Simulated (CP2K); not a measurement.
Consider water dimer at its PBE geometry (Å).

```xyz
6

O    -0.4054   -1.0559   -0.0454
O     0.5236    1.6349   -0.0448
H    -1.2760   -1.3051    0.3072
H    -0.2751   -1.6371   -0.8144
H     0.2147    0.7046   -0.0367
H     1.2181    1.6586    0.6341
```

Method: CP2K XAS_TDP, all-electron GAPW, PBEh(45%), aug-cc-pVTZ, TDA, GW2X-corrected core level, no relativity.

Where do the O K-edge lines lie, and how strong are they?

Leading lines: O1 533.95 eV and O2 533.34 eV. The leading line of an atom is its first one with 35 % of the strongest within 2.5 eV of its lowest line over the strength cut. Core ionisation energies at this level: O1 537.93 and O2 536.08 eV.

The first six lines of each atom with a strength over 0.0015:

```
                              atom  energy (eV)  states  strength, one atom  above the computed threshold
O1 (bonded to 2 H, takes 1 H bond)       533.95       1              0.0144                              
                                         535.41       1              0.0331                              
                                         536.75       1              0.0059                              
                                         537.23       1              0.0108                              
                                         537.93       1              0.0034                           yes
                                         538.00       1              0.0088                           yes
O2 (bonded to 2 H, gives 1 H bond)       533.34       1              0.0121                              
                                         534.35       1              0.0093                              
                                         535.39       1              0.0030                              
                                         535.71       1              0.0049                              
                                         536.21       1              0.0100                           yes
                                         536.65       1              0.0112                           yes
```

Lines are vertical, at one geometry, with no vibrational structure. GW2X ionisation energies and lines can be off by 1 to 2 eV either way, and a good line position may hide errors that cancel. These values hold no scalar relativity, about 0.4 eV for O 1s. Rydberg lines, and the discretised continuum above threshold, depend on the basis and the box. This is one low-energy arrangement of the cluster, relaxed without a dispersion correction; others exist.

[Banner, clock and machine lines of the logs are left out without a mark of their own.]

[Logs are printed without paths, hosts, clocks, repeated set-up lines and the standing remarks that a program may print on its own settings, such as how far it seeks lower states.]

[Hosts, paths, dates, database ids (printed as entryN), source tags and the programs' standing remarks are cut or masked in the printed files.]
